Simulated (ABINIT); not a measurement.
# TiO2 (Rutile): G0W0 with ABINIT, start to end, part 2 of 3

Aim: the G0W0 gap of TiO2 (Rutile) on PBE, step by step.

ABINIT 10.8.3; PBE and many-body steps on it, plane waves. Known limits of the many-body steps: not at the basis limit; coarse k mesh.

So far. Step 2 (Ground state): The gap is direct, at Γ.

## Step 3: Bands along the symmetry lines

Level of this step: DFT, PBE, plane waves, norm-conserving pseudopotentials (ABINIT).

Levels along a band path, at the cheap level, show where the edges lie and whether the meshes to come will hold them.

The input, run.abi:

```
acell 3*1.0 Angstrom
rprim 
  4.592200000000 0.000000000000 0.000000000000
  0.000000000000 4.592200000000 0.000000000000
  0.000000000000 0.000000000000 2.957400000000
ntypat 2
znucl 22 8
natom 6
typat 1 1 2 2 2 2
xred 
  0.000000000000 0.000000000000 0.000000000000
  0.500000000000 0.500000000000 0.500000000000
  0.304960000000 0.304960000000 0.000000000000
  0.195040000000 0.804960000000 0.500000000000
  0.695040000000 0.695040000000 0.000000000000
  0.804960000000 0.195040000000 0.500000000000
pp_dirpath "pseudos"
pseudos "Ti.upf, O.upf"
ecut 38
iscf -2
irdden 1
kptopt 0
nkpt 75
kpt 
  0.00000000 0.00000000 0.00000000
  0.00000000 0.06250000 0.00000000
  0.00000000 0.12500000 0.00000000
  0.00000000 0.18750000 0.00000000
  0.00000000 0.25000000 0.00000000
  0.00000000 0.31250000 0.00000000
  0.00000000 0.37500000 0.00000000
  0.00000000 0.43750000 0.00000000
  0.00000000 0.50000000 0.00000000
  0.06250000 0.50000000 0.00000000
  0.12500000 0.50000000 0.00000000
  0.18750000 0.50000000 0.00000000
  0.25000000 0.50000000 0.00000000
  0.31250000 0.50000000 0.00000000
  0.37500000 0.50000000 0.00000000
  0.43750000 0.50000000 0.00000000
  0.50000000 0.50000000 0.00000000
  0.43750000 0.43750000 0.00000000
  0.37500000 0.37500000 0.00000000
  0.31250000 0.31250000 0.00000000
  0.25000000 0.25000000 0.00000000
  0.18750000 0.18750000 0.00000000
  0.12500000 0.12500000 0.00000000
  0.06250000 0.06250000 0.00000000
  0.00000000 0.00000000 0.00000000
  0.00000000 0.00000000 0.06250000
  0.00000000 0.00000000 0.12500000
  0.00000000 0.00000000 0.18750000
  0.00000000 0.00000000 0.25000000
  0.00000000 0.00000000 0.31250000
  0.00000000 0.00000000 0.37500000
  0.00000000 0.00000000 0.43750000
  0.00000000 0.00000000 0.50000000
  0.00000000 0.06250000 0.50000000
  0.00000000 0.12500000 0.50000000
  0.00000000 0.18750000 0.50000000
  0.00000000 0.25000000 0.50000000
  0.00000000 0.31250000 0.50000000
  0.00000000 0.37500000 0.50000000
  0.00000000 0.43750000 0.50000000
  0.00000000 0.50000000 0.50000000
  0.06250000 0.50000000 0.50000000
  0.12500000 0.50000000 0.50000000
  0.18750000 0.50000000 0.50000000
  0.25000000 0.50000000 0.50000000
  0.31250000 0.50000000 0.50000000
  0.37500000 0.50000000 0.50000000
  0.43750000 0.50000000 0.50000000
  0.50000000 0.50000000 0.50000000
  0.43750000 0.43750000 0.50000000
  0.37500000 0.37500000 0.50000000
  0.31250000 0.31250000 0.50000000
  0.25000000 0.25000000 0.50000000
  0.18750000 0.18750000 0.50000000
  0.12500000 0.12500000 0.50000000
  0.06250000 0.06250000 0.50000000
  0.00000000 0.00000000 0.50000000
  0.00000000 0.50000000 0.00000000
  0.00000000 0.50000000 0.06250000
  0.00000000 0.50000000 0.12500000
  0.00000000 0.50000000 0.18750000
  0.00000000 0.50000000 0.25000000
  0.00000000 0.50000000 0.31250000
  0.00000000 0.50000000 0.37500000
  0.00000000 0.50000000 0.43750000
  0.00000000 0.50000000 0.50000000
  0.50000000 0.50000000 0.00000000
  0.50000000 0.50000000 0.06250000
  0.50000000 0.50000000 0.12500000
  0.50000000 0.50000000 0.18750000
  0.50000000 0.50000000 0.25000000
  0.50000000 0.50000000 0.31250000
  0.50000000 0.50000000 0.37500000
  0.50000000 0.50000000 0.43750000
  0.50000000 0.50000000 0.50000000
istwfk *1
nband 31
nbdbuf 2
tolwfr 1e-08
nstep 40
prtwf 0
prtvol 0
indata_prefix "in"
outdata_prefix "out"
tmpdata_prefix "tmp"
```

Started as:

```sh
OMP_NUM_THREADS=1 mpirun -n 4 abinit run.abi > log
```

Numbers of over 12 decimals in the logs are rounded to 6 here.

The program printed:

```text
.Version 10.8.3 of ABINIT. v10.8.2 released Aug 2026.

 Symmetries : space group P4_2/m n m (#136); Bravais tP (primitive tetrag.)
[... echo of the input left out ...]
== DATASET  1 ==================================================================
-   mpi_nproc: 4, omp_nthreads: 1 (-1 if OMP is not activated)

--- !DatasetInfo
iteration_state: {dtset: 1, }
dimensions: {natom: 6, nkpt: 75, mband: 31, nsppol: 1, nspinor: 1, nspden: 1, mpw: 4748, }
cutoff_energies: {ecut:  38.0, pawecutdg:  -1.0, }
electrons: {nelect:   4.80000000E+01, charge:   0.00000000E+00, occopt:   1.00000000E+00, tsmear:   1.00000000E-02, }

 Real(R)+Recip(G) space primitive vectors, cartesian coordinates (Bohr,Bohr^-1):
 R(1)=  8.6780003  0.0000000  0.0000000  G(1)=  0.1152339  0.0000000  0.0000000
 R(2)=  0.0000000  8.6780003  0.0000000  G(2)=  0.0000000  0.1152339  0.0000000
 R(3)=  0.0000000  0.0000000  5.5886760  G(3)=  0.0000000  0.0000000  0.1789333
 Unit cell volume ucvol=  4.2087028E+02 bohr^3
 Angles (23,13,12)=  9.00000000E+01  9.00000000E+01  9.00000000E+01 degrees

 getcut: wavevector=  0.0000  0.0000  0.0000  ngfft=  50  50  32
         ecut(hartree)=     38.000   => boxcut(ratio)=   2.06340

--- Pseudopotential description ------------------------------------------------
- Ti Generated using ONCVPSP code by D. R. Hamann
- 22.00000  12.00000  171031                  znucl, zion, pspdat
12 -101130 2 -1 1586                          pspcod,pspxc,lmax,lloc,mmax
     nproj     2     2     2
  pspatm : epsatm=   14.68144553
         --- l  ekb(1:nproj) -->
             0   11.362348    1.263639
             1    1.975402   -0.084666
             2   -5.186090   -1.477451
 pspatm: atomic psp has been read  and splines computed

- O Generated using ONCVPSP code by D. R. Hamann
-  8.00000   6.00000  171031                  znucl, zion, pspdat
12 -101130 2 -1 936                           pspcod,pspxc,lmax,lloc,mmax
     nproj     2     2     1
  pspatm : epsatm=    6.19545534
         --- l  ekb(1:nproj) -->
[...]
2   -1.331955
 pspatm: atomic psp has been read  and splines computed

--------------------------------------------------------------------------------

================================================================================
 prteigrs : about to open file out_EIG
 Non-SCF case, kpt    1 (  0.00000  0.00000  0.00000), residuals and eigenvalues=
  8.29E-09  3.18E-09  3.41E-09  7.01E-09  3.31E-09  6.77E-09  8.57E-09  3.54E-09
  9.68E-09  7.82E-09  5.37E-09  9.87E-09  7.39E-09  8.42E-09  4.75E-09  5.01E-09
  9.05E-09  4.53E-09  5.21E-09  5.86E-09  8.46E-09  4.20E-09  3.51E-09  9.65E-09
  5.38E-09  5.70E-09  6.20E-09  5.23E-09  7.16E-09  3.84E-06  4.05E-06
 -1.8817E+00 -1.8810E+00 -1.0120E+00 -1.0120E+00 -1.0059E+00 -1.0059E+00
 -1.0043E+00 -1.0031E+00 -4.5917E-01 -4.1623E-01 -3.8859E-01 -3.8859E-01
[...]
1.0795E-01  1.0795E-01  1.6119E-01  1.6119E-01  1.8313E-01  1.8313E-01
  3.0475E-01  3.0475E-01  3.2781E-01  3.2781E-01  3.2798E-01  3.2798E-01
  4.2766E-01

--- !ResultsGS
iteration_state: {dtset: 1, }
comment   : Summary of ground state results
lattice_vectors:
- [  8.6780003,   0.0000000,   0.0000000, ]
- [  0.0000000,   8.6780003,   0.0000000, ]
- [  0.0000000,   0.0000000,   5.5886760, ]
lattice_lengths: [   8.67800,    8.67800,    5.58868, ]
lattice_angles: [ 90.000,  90.000,  90.000, ] # degrees, (23, 13, 12)
lattice_volume:   4.2087028E+02
convergence: {deltae:  0.000E+00, res2:  0.000E+00, residm:  9.985E-09, diffor:  0.000E+00, }
etotal    :  -1.85209994E+02
entropy   :   0.00000000E+00
fermie    :   2.07992628E-01
cartesian_stress_tensor: null
pressure_GPa: null
xred      :
- [  0.0000E+00,   0.0000E+00,   0.0000E+00, Ti]
- [  5.0000E-01,   5.0000E-01,   5.0000E-01, Ti]
- [  3.0496E-01,   3.0496E-01,   0.0000E+00,  O]
- [  1.9504E-01,   8.0496E-01,   5.0000E-01,  O]
- [  6.9504E-01,   6.9504E-01,   0.0000E+00,  O]
- [  8.0496E-01,   1.9504E-01,   5.0000E-01,  O]
cartesian_forces: null
force_length_stats: {min: null, max: null, mean: null, }

 Integrated electronic density in atomic spheres:
 ------------------------------------------------
 Atom  Sphere_radius  Integrated_density
[...]
================================================================================

 ----iterations are completed or convergence reached----

 Mean square residual over all n,k,spin=   60.909E-10; max=  99.848E-10
 reduced coordinates (array xred) for    6 atoms
[...]
0.695040000000      0.695040000000      0.000000000000
       0.804960000000      0.195040000000      0.500000000000

 cartesian coordinates (angstrom) at end:
    1      0.000000     0.000000     0.000000
    2      2.296100     2.296100     1.478700
    3      1.400437     1.400437     0.000000
    4      0.895663     3.696537     1.478700
    5      3.191763     3.191763     0.000000
    6      3.696537     0.895663     1.478700
 length scales=  1.889726125908  1.889726125908  1.889726125908 bohr
              =  1.000000000000  1.000000000000  1.000000000000 angstroms
 prteigrs : about to open file out_EIG
 Eigenvalues (hartree) for nkpt=  75  k points:
 kpt#   1, nband= 31, wtk=  1.00000, kpt=  0.0000  0.0000  0.0000 (reduced coord)
[...]
kpt#   2, nband= 31, wtk=  1.00000, kpt=  0.0000  0.0625  0.0000 (reduced coord)
[...]
kpt#   3, nband= 31, wtk=  1.00000, kpt=  0.0000  0.1250  0.0000 (reduced coord)
[...]
kpt#  74, nband= 31, wtk=  1.00000, kpt=  0.5000  0.5000  0.4375 (reduced coord)
[...]
0.30686    0.30686    0.32641    0.32641    0.32704    0.32704    0.42911
 kpt#  75, nband= 31, wtk=  1.00000, kpt=  0.5000  0.5000  0.5000 (reduced coord)
[...]
-0.41133   -0.41133   -0.40073   -0.40073    0.03478    0.03478    0.04036    0.04036
   0.07823    0.07823    0.10795    0.10795    0.16119    0.16119    0.18313    0.18313
   0.30475    0.30475    0.32781    0.32781    0.32798    0.32798    0.42766

== END DATASET(S) ==============================================================
================================================================================

 -outvars: echo values of variables after computation  --------
            nband          31
             nkpt          75
          spgroup         136
 [... the other variables as echoed above ...]

 Calculation completed.
```

It took 81 s on 4 MPI ranks of Arm Neoverse V2, shared host; peak memory 0.43 GiB; 5.4 min of CPU time.

Numbers from this step:

```
gap                        : 1.917 eV
k of the valence top       : 0, 0, 0
k of the conduction bottom : 0, 0, 0
least direct gap           : 1.917 eV
```

The gap is 1.917 eV, as in the run before at this level.

Electronic bands along the path, in eV, zero at the top of the highest filled band:

| point | band 21 | band 22 | band 23 | band 24 | band 25 | band 26 | band 27 | band 28 |
| --- | --- | --- | --- | --- | --- | --- | --- | --- |
| Γ | -0.71 | -0.45 | -0.45 | 0.00 | 1.92 | 2.22 | 2.45 | 2.55 |
| halfway | -1.43 | -1.07 | -0.82 | -0.23 | 2.21 | 2.54 | 2.77 | 2.84 |
| X | -1.64 | -1.64 | -0.74 | -0.74 | 2.59 | 2.59 | 3.06 | 3.06 |
| halfway | -1.48 | -1.48 | -1.08 | -1.08 | 2.32 | 2.32 | 2.81 | 2.81 |
| M | -1.31 | -1.31 | -1.06 | -1.06 | 1.96 | 1.96 | 2.57 | 2.57 |
| halfway | -1.73 | -1.15 | -1.12 | -0.40 | 1.99 | 2.56 | 2.63 | 3.07 |
| Γ | -0.71 | -0.45 | -0.45 | 0.00 | 1.92 | 2.22 | 2.45 | 2.55 |
| halfway | -1.78 | -1.48 | -1.48 | -0.46 | 2.27 | 2.60 | 2.87 | 3.18 |
| Z | -2.35 | -2.35 | -1.42 | -1.42 | 3.01 | 3.01 | 3.21 | 3.21 |
| halfway | -1.78 | -1.78 | -1.61 | -1.61 | 2.49 | 2.49 | 3.23 | 3.23 |
| R | -2.04 | -2.04 | -1.03 | -1.03 | 1.95 | 1.95 | 3.24 | 3.24 |
| halfway | -1.52 | -1.52 | -0.88 | -0.88 | 2.21 | 2.21 | 3.25 | 3.25 |
| A | -1.27 | -1.27 | -0.68 | -0.68 | 2.63 | 2.63 | 3.26 | 3.26 |
| halfway | -1.83 | -1.56 | -1.38 | -1.18 | 2.14 | 2.81 | 3.23 | 3.24 |
| Z | -2.35 | -2.35 | -1.42 | -1.42 | 3.01 | 3.01 | 3.21 | 3.21 |
| jump to X | -1.64 | -1.64 | -0.74 | -0.74 | 2.59 | 2.59 | 3.06 | 3.06 |
| halfway | -1.97 | -1.97 | -0.85 | -0.85 | 2.60 | 2.60 | 3.23 | 3.23 |
| R | -2.04 | -2.04 | -1.03 | -1.03 | 1.95 | 1.95 | 3.24 | 3.24 |
| jump to M | -1.31 | -1.31 | -1.06 | -1.06 | 1.96 | 1.96 | 2.57 | 2.57 |
| halfway | -1.78 | -1.78 | -1.36 | -1.36 | 2.73 | 2.73 | 2.93 | 2.93 |
| A | -1.27 | -1.27 | -0.68 | -0.68 | 2.63 | 2.63 | 3.26 | 3.26 |

## Step 4: Empty states on the mesh, 4×4×4 mesh, 100 bands

The sums over transitions need many empty states on a uniform mesh; this step solves for them.

The input, run.abi:

```
acell 3*1.0 Angstrom
rprim 
  4.592200000000 0.000000000000 0.000000000000
  0.000000000000 4.592200000000 0.000000000000
  0.000000000000 0.000000000000 2.957400000000
ntypat 2
znucl 22 8
natom 6
typat 1 1 2 2 2 2
xred 
  0.000000000000 0.000000000000 0.000000000000
  0.500000000000 0.500000000000 0.500000000000
  0.304960000000 0.304960000000 0.000000000000
  0.195040000000 0.804960000000 0.500000000000
  0.695040000000 0.695040000000 0.000000000000
  0.804960000000 0.195040000000 0.500000000000
pp_dirpath "pseudos"
pseudos "Ti.upf, O.upf"
ecut 38
ngkpt 4 4 4
nshiftk 1
shiftk 0 0 0
kptopt 1
chksymbreak 0
iscf -2
irdden 1
istwfk *1
nband 100
nbdbuf 8
tolwfr 1e-09
nstep 60
prtvol 0
indata_prefix "in"
outdata_prefix "out"
tmpdata_prefix "tmp"
```

The program printed:

```text
.Version 10.8.3 of ABINIT. v10.8.2 released Aug 2026.

 Symmetries : space group P4_2/m n m (#136); Bravais tP (primitive tetrag.)
[... echo of the input left out ...]
== DATASET  1 ==================================================================
-   mpi_nproc: 4, omp_nthreads: 1 (-1 if OMP is not activated)

--- !DatasetInfo
iteration_state: {dtset: 1, }
dimensions: {natom: 6, nkpt: 18, mband: 100, nsppol: 1, nspinor: 1, nspden: 1, mpw: 4748, }
cutoff_energies: {ecut:  38.0, pawecutdg:  -1.0, }
electrons: {nelect:   4.80000000E+01, charge:   0.00000000E+00, occopt:   1.00000000E+00, tsmear:   1.00000000E-02, }

 Real(R)+Recip(G) space primitive vectors, cartesian coordinates (Bohr,Bohr^-1):
 R(1)=  8.6780003  0.0000000  0.0000000  G(1)=  0.1152339  0.0000000  0.0000000
 R(2)=  0.0000000  8.6780003  0.0000000  G(2)=  0.0000000  0.1152339  0.0000000
 R(3)=  0.0000000  0.0000000  5.5886760  G(3)=  0.0000000  0.0000000  0.1789333
 Unit cell volume ucvol=  4.2087028E+02 bohr^3
 Angles (23,13,12)=  9.00000000E+01  9.00000000E+01  9.00000000E+01 degrees

 getcut: wavevector=  0.0000  0.0000  0.0000  ngfft=  50  50  32
         ecut(hartree)=     38.000   => boxcut(ratio)=   2.06340

--- Pseudopotential description ------------------------------------------------
- Ti Generated using ONCVPSP code by D. R. Hamann
- 22.00000  12.00000  171031                  znucl, zion, pspdat
12 -101130 2 -1 1586                          pspcod,pspxc,lmax,lloc,mmax
     nproj     2     2     2
  pspatm : epsatm=   14.68144553
         --- l  ekb(1:nproj) -->
             0   11.362348    1.263639
             1    1.975402   -0.084666
             2   -5.186090   -1.477451
 pspatm: atomic psp has been read  and splines computed

- O Generated using ONCVPSP code by D. R. Hamann
-  8.00000   6.00000  171031                  znucl, zion, pspdat
12 -101130 2 -1 936                           pspcod,pspxc,lmax,lloc,mmax
     nproj     2     2     1
  pspatm : epsatm=    6.19545534
         --- l  ekb(1:nproj) -->
[...]
2   -1.331955
 pspatm: atomic psp has been read  and splines computed

--------------------------------------------------------------------------------

================================================================================
 prteigrs : about to open file out_EIG
 Non-SCF case, kpt    1 (  0.00000  0.00000  0.00000), residuals and eigenvalues=
  2.47E-10  3.41E-10  1.61E-10  6.78E-10  5.05E-10  9.33E-10  1.41E-10  7.41E-10
  6.49E-11  1.44E-10  1.31E-10  2.99E-10  2.66E-10  2.68E-10  3.24E-10  1.05E-10
  5.09E-10  1.17E-10  2.64E-10  2.77E-10  4.14E-10  1.24E-10  2.27E-10  3.12E-10
[...]
6.43E-08  5.53E-07  5.28E-06  4.37E-06
 -1.8817E+00 -1.8810E+00 -1.0120E+00 -1.0120E+00 -1.0059E+00 -1.0059E+00
 -1.0043E+00 -1.0031E+00 -4.5917E-01 -4.1623E-01 -3.8859E-01 -3.8859E-01
 -4.0510E-03  1.1132E-02  2.7808E-02  6.7148E-02  6.7148E-02  1.1434E-01
[...]
2.0070E+00  2.0422E+00  2.0904E+00  2.1017E+00  2.1017E+00  2.1302E+00
  2.1302E+00  2.1600E+00  2.1600E+00  2.1812E+00  2.2060E+00  2.2247E+00
  2.2641E+00  2.2641E+00  2.2779E+00  2.2840E+00
 prteigrs : prtvol=0 or 1, do not print more k-points.

--- !ResultsGS
iteration_state: {dtset: 1, }
comment   : Summary of ground state results
lattice_vectors:
- [  8.6780003,   0.0000000,   0.0000000, ]
- [  0.0000000,   8.6780003,   0.0000000, ]
- [  0.0000000,   0.0000000,   5.5886760, ]
lattice_lengths: [   8.67800,    8.67800,    5.58868, ]
lattice_angles: [ 90.000,  90.000,  90.000, ] # degrees, (23, 13, 12)
lattice_volume:   4.2087028E+02
convergence: {deltae:  0.000E+00, res2:  0.000E+00, residm:  9.972E-10, diffor:  0.000E+00, }
etotal    :  -1.85209994E+02
entropy   :   0.00000000E+00
fermie    :   2.07992628E-01
cartesian_stress_tensor: null
pressure_GPa: null
xred      :
- [  0.0000E+00,   0.0000E+00,   0.0000E+00, Ti]
- [  5.0000E-01,   5.0000E-01,   5.0000E-01, Ti]
- [  3.0496E-01,   3.0496E-01,   0.0000E+00,  O]
- [  1.9504E-01,   8.0496E-01,   5.0000E-01,  O]
- [  6.9504E-01,   6.9504E-01,   0.0000E+00,  O]
- [  8.0496E-01,   1.9504E-01,   5.0000E-01,  O]
cartesian_forces: null
force_length_stats: {min: null, max: null, mean: null, }

 Integrated electronic density in atomic spheres:
 ------------------------------------------------
 Atom  Sphere_radius  Integrated_density
[...]
================================================================================

 ----iterations are completed or convergence reached----

 Mean square residual over all n,k,spin=   40.075E-11; max=  99.718E-11
 reduced coordinates (array xred) for    6 atoms
[...]
0.695040000000      0.695040000000      0.000000000000
       0.804960000000      0.195040000000      0.500000000000

 cartesian coordinates (angstrom) at end:
    1      0.000000     0.000000     0.000000
[...]
6      3.696537     0.895663     1.478700
 length scales=  1.889726125908  1.889726125908  1.889726125908 bohr
              =  1.000000000000  1.000000000000  1.000000000000 angstroms
 prteigrs : about to open file out_EIG
 Eigenvalues (hartree) for nkpt=  18  k points:
 kpt#   1, nband=100, wtk=  0.01563, kpt=  0.0000  0.0000  0.0000 (reduced coord)
[...]
1.85998    1.90917    1.93980    2.00700    2.00700    2.04220    2.09044    2.10174
   2.10174    2.13019    2.13019    2.15999    2.15999    2.18115    2.20601    2.22468
   2.26410    2.26410    2.27794    2.28399
 prteigrs : prtvol=0 or 1, do not print more k-points.

== END DATASET(S) ==============================================================
================================================================================

 -outvars: echo values of variables after computation  --------
            nband         100
             nkpt          18
          spgroup         136
 [... the other variables as echoed above ...]

 Calculation completed.
```

Wall time 57 s (4 MPI ranks); peak memory 0.42 GiB.

Numbers from this step:

```
gap                                                           : 1.917 eV
k of the valence top                                          : 0, 0, 0
k of the conduction bottom                                    : 0, 0, 0
least direct gap                                              : 1.917 eV
k points computed                                             : 18
lowest point of the top converged band, above the valence top : 50.2096 eV
```

On this mesh the gap is 1.917 eV.

(Part 2 of 3 ends here.)

[Paths, hosts, dates, memory and timing lines, banners, echoed tables and standing remarks are left out of the program output.]

[Logs are printed without paths, hosts, clocks, repeated set-up lines and the standing remarks that a program may print on its own settings, such as how far it seeks lower states.]

[Runs of the session that timed out or met a known fault of the program may be left out.]

[Hosts, paths, dates, database ids (printed as entryN), source tags and the programs' standing remarks are cut or masked in the printed files.]

[G0W0 gaps are taken among the corrected bands and points alone; a level outside them can change the order at an edge.]

[Where Ansatz stands beside ABINIT at settings called matched, ABINIT's density can come from a denser mesh and the files from another edition; pairs whose starting gaps differed by over 0.03 eV were left out, so agreement reads better than it is.]
